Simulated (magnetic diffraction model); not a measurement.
**Li3NbNi4S8: the ordered moment from one line**

Space group C2/m (no. 12), a = 12.5502 Å, b = 7.4420 Å, c = 7.3660 Å, β = 124.57°.

```csv
site,atom,x,y,z
2b,Nb,0,1/2,0
4e,Ni,3/4,3/4,0
2a,Ni,0,0,0
2d,Ni,0,1/2,1/2
8j,S,0.9921,0.2607,3/4
4i,S,0.2474,1/2,0.7600
4i,S,0.7623,1/2,0.7711
4f,Li,3/4,3/4,1/2
2c,Li,0,0,1/2
```

The compound is invented for this exercise: a known structure type with other elements, its cell scaled to their sizes and not relaxed.

Only Ni is taken to order (form factors of Ni2+); orders and moment sizes are assumed, and not adapted to the symmetry. Radiation: neutrons of λ = 2.567 Å, 3° to 55°; isotropic B of 0.46 Å² (Nb), 0.4 Å² (Ni), 0.53 Å² (S) and 0.88 Å² (Li). The intensities are simulated: I ∝ L Σ (|F_N|² + |F_M⊥|²) for unpolarised neutrons, with F_M = 2.695 fm/μB × Σ f(s) S exp(2πi Q·r) exp(−B s²) at Q = H ± k (one set where k and −k are equivalent), only the part normal to Q counting and L = 1/(sin²θ cos θ). For collinear order S is the moment m, which repeats by lattice and centring translations R with the sign exp(−2πi k·R). Form factors are spin-only for 3d ions and dipole or tabulated for f ions, scattering lengths are Sears's of 1992, and absorption is left out. A label names one of the reflections at its angle. The strongest nuclear line in the range is 100, and lines under 0.2 are left out.

In a first state the assumed order is k = (0 0 0), collinear moments along [001], 1.74 μB on Ni; signs + at (3/4, 3/4, 0), − at (0, 0, 0), + at (1/4, 3/4, 0), − at (0, 1/2, 1/2), with this pattern:

| 2θ (°) | index | nuclear | magnetic |
| --- | --- | --- | --- |
| 24.43 | (0 0 1) | 100.0 | 2.1 |
| 24.54 | (1 1 0) | 17.5 | 0.0 |
| 25.00 | (2 0 -1) | 17.5 | 2.2 |
| 28.39 | (1 1 -1) | 29.9 | 4.7 |
| 28.77 | (2 0 0) | 4.9 | 18.6 |
| 40.36 | (0 2 0) | 2.7 | 8.6 |
| 40.50 | (1 1 1) | 15.3 | 3.2 |
| 40.80 | (2 0 -2) | 2.5 | 0.0 |
| 41.22 | (3 1 -1) | 14.8 | 3.1 |
| 47.74 | (0 2 1) | 10.0 | 2.3 |
| 47.88 | (1 1 -2) | 3.4 | 0.0 |
| 48.06 | (2 2 -1) | 48.4 | 2.3 |
| 48.11 | (2 0 1) | 8.1 | 1.1 |
| 48.48 | (3 1 0) | 3.1 | 0.0 |
| 48.51 | (3 1 -2) | 3.8 | 0.0 |
| 49.05 | (4 0 -1) | 28.8 | 1.1 |
(The table stops after 16 lines; 3 more lie at higher angle.)

**Question.** Nearer the ordering temperature the line at 28.77° has total intensity 6.6 on the same scale, and all moments have shrunk alike. How large is the Ni moment?

The nuclear part, 4.9, stays, so the magnetic part is 1.7 against 18.6. It goes as m², so m = 1.74 × √(1.7/18.6) = 0.53 μB; the value used was 0.52 μB.

[Logs are printed without paths, hosts, clocks, repeated set-up lines and the standing remarks that a program may print on its own settings, such as how far it seeks lower states.]
